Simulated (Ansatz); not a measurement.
# BP (F-43m): zone-centre modes under pressure, part 3 of 3

Aim: how do the optical modes of BP (F-43m) move with volume?

Ansatz 0.2.0; DFT PBE, scalar-relativistic, plane waves, PAW; PAW set soft_1.

So far, mean static dielectric tensor (ions relaxed, fixed cell): step 4 (zone-centre response at rest) 9.26; step 6 (volume ratio 1.06) 9.24.

**8. Zone-centre modes of the member: 0.9 times the volume at rest**

The zone-centre modes follow for 0.9 times the volume at rest, with the response to a field.

The input, input.yaml:

```yaml
crystal:
  lattice:
    - [0.0, 2.1956246733, 2.1956246733]
    - [2.1956246733, 0.0, 2.1956246733]
    - [2.1956246733, 2.1956246733, 0.0]
  atoms:
    - { symbol: B, position: [0.0, 0.0, 0.0] }
    - { symbol: P, position: [0.75, 0.75, 0.75] }
kpoints:
  mp_grid: { grid: [12, 12, 12] }
hamiltonian:
  xc: pbe
  pseudopotentials: { kind: paw, azcp: { folder: soft_1 } }
scf:
  occupations: { method: fixed }
output:
  eigenvalues: true
phonons:
  method: dfpt
  dielectric: true
  rigid_motions: translations
```

Started as:

```console
> ansatz run input.yaml --threads 4 --pin off --max-ram 10240MiB --backend cpu --events-out ev --progress --plain --runs-dir out
```

Numbers of over 12 decimals in the logs are rounded to 6 here.

The log of the run:

```text
[...]
Crystal: 2 atoms, lattice volume = 21.169 Å³
Basis set: ecut = 420 eV, 411 PW (Γ), exchange–correlation on 48×48×48 points (8 copies of the dense FFT grid, shifted against one another)
Bands: 8, of which v1, the nominal top of the filled ones, is band 4 counted from 1 (3 counted from 0)
Symmetry: 24 space group operations
k-points: 280 of 1728 (irreducible under 4 space group operations, time reversal used)
[...]
optical modes at Γ + LO–TO along q̂ = [1.0000, 0.0000, 0.0000]:
      ω (cm⁻¹)  modes    IR ((D/Å)²/amu)
[...]
optical modes at Γ + LO–TO along q̂ = [0.0000, 1.0000, 0.0000]:
      ω (cm⁻¹)  modes    IR ((D/Å)²/amu)
        887.67      2             4.0780
        900.25      1             2.0390
  optical modes at Γ + LO–TO along q̂ = [0.0000, 0.0000, 1.0000]:
      ω (cm⁻¹)  modes    IR ((D/Å)²/amu)
        887.67      2             4.0780
        900.25      1             2.0390
[key lines of the parts left out:]
SCF converged after 8 iterations
Free energy (F): -912.307577 eV
Fermi energy:    10.634924 eV
```

Run time: 8.4 s. Hardware: 4 threads of AMD EPYC 7B13 (Zen 3), shared host; peak memory 0.58 GiB; 30 s of CPU time.

Numbers from this step:

| Quantity | Value |
| --- | --- |
| sum-rule residual before enforcement | 1.64e-5 eV/Å² |
| miss of the charge sum rule | 1.39e-4 e |
| estimated error of the dielectric tensor | 0.02596 |
| estimated error of the Born charges | 0.005423 e |
| highest optical mode at the zone centre (no LO-TO term) | 887.7 cm⁻¹ |
| lowest optical zone-centre mode | 887.7 cm⁻¹ |
| mean high-frequency dielectric constant | 9.14 |
| largest Born charge (third of the trace) | -0.8416 e |
| mean static dielectric constant | 9.401 |
| top of the zone-centre spectrum with the field | 900.2 cm⁻¹ |

Without the LO-TO term. Patterns of degenerate modes are one choice out of their space. Modes at Γ, with each element's share of the kinetic energy:

```
mode  frequency (cm⁻¹)  symmetry  B %  P %
   1               0.0  acoustic   26   74
   2               0.0  acoustic   26   74
   3               0.0  acoustic   26   74
   4             887.7        T2   74   26
   5             887.7        T2   74   26
   6             887.7        T2   74   26
```

Transverse modes. Infrared lines, with heights relative to the strongest:

```
position (cm⁻¹)  label  relative intensity
            888     T2                 100
```

The optical mode without the LO-TO term lies at 887.7 cm⁻¹.

**9. All members side by side**

The members are set side by side, also those not shown above.

Each row is one cell with its response, relaxed at fixed volume as far as symmetry leaves anything free; energies are extrapolated to zero smearing, and E0 is that at rest; shape and atoms are relaxed in each cell where symmetry leaves them free. State of the crystal along the series:

```
volume ratio  V (Å³/atom)  pressure (GPa)  E - E0 (meV/atom)  gap on mesh (eV)     ε∞     ε0  largest Born charge in size, a third of the trace (e)  top mode with the field, highest of q along x, y and z (cm⁻¹)
         0.9        10.59           20.84              70.37             1.091   9.14  9.401                                                 0.8416                                                          900.2
        0.92        10.82           15.83              43.52             1.125  9.138   9.36                                                  0.768                                                          879.2
        0.94        11.05           11.28              23.67             1.157  9.139  9.325                                                 0.6964                                                          859.1
        0.96        11.29           7.157              10.18             1.189  9.142  9.296                                                 0.6269                                                          839.9
        0.98        11.53            3.41              2.474              1.22  9.148  9.274                                                 0.5591                                                          821.5
        0.99        11.64           1.668             0.6166             1.234  9.153  9.264                                                  0.526                                                          812.6
           1        11.76        0.007952                  0             1.249  9.157  9.257                                                 0.4932                                                          803.9
        1.02           12          -3.082              2.294             1.277   9.17  9.246                                                 0.4292                                                            787
        1.04        12.23          -5.888              8.913             1.304  9.185  9.242                                                 0.3667                                                          770.9
        1.06        12.47          -8.435              19.46              1.33  9.204  9.245                                                  0.306                                                          755.4
```

Without the LO-TO term; each mode is tracked from rest by its pattern, and modes that stay within 0.3 cm⁻¹ of each other stand once; shape and atoms are relaxed in each cell where symmetry leaves them free. Optical modes along the series:

```
V (Å³/atom)  mode 4 T2 (cm⁻¹)
      10.59             887.7
      10.82             868.7
      11.05             850.5
      11.29             832.9
      11.53               816
      11.64             807.7
      11.76             799.6
         12             783.8
      12.23             768.5
      12.47             753.7
```

From cubic fits (parabolas where under five rows exist) of ln ω and P against ln V through the rows within about 4 % of rest: γ = −d ln ω / d ln V and dω/dP = γ ω / B. Slopes at rest:

```
             mode  fitted frequency at rest (cm⁻¹)  Grüneisen parameter γ  dω/dP (cm⁻¹/GPa)
        mode 4 T2                            799.6                      1              4.96
longitudinal mode                            803.9                   1.07              5.32
```

**10. Outcome**

```
members                                                          : 10
highest optical mode at the zone centre (no LO-TO term), at rest : 799.6 cm⁻¹
bulk modulus at rest                                             : 162 GPa
mode 4 T2, γ                                                     : 1.00
longitudinal mode, γ                                             : 1.07
```

In words: The series spans -8.4 to 20.8 GPa, and the slope at rest gives a bulk modulus of 162 GPa. The transverse optical mode has γ = 1.00 and moves by 5.0 cm⁻¹ for each GPa, the longitudinal one has γ = 1.07 and moves by 5.3. ε∞ is 9.16 at rest, with d ln ε∞ / d ln V = 0.06. One k mesh and one cutoff serve the ground states and modes of all volumes; the field response picks its own mesh. These are harmonic frequencies at zero temperature: anharmonic shifts, linewidths and thermal expansion are left out. Only the zone centre was solved, so an instability at another wavevector cannot show here.

[Logs are printed without paths, hosts, clocks, repeated set-up lines and the standing remarks that a program may print on its own settings, such as how far it seeks lower states.]

[Hosts, paths, dates, database ids (printed as entryN), source tags and the programs' standing remarks are cut or masked in the printed files.]
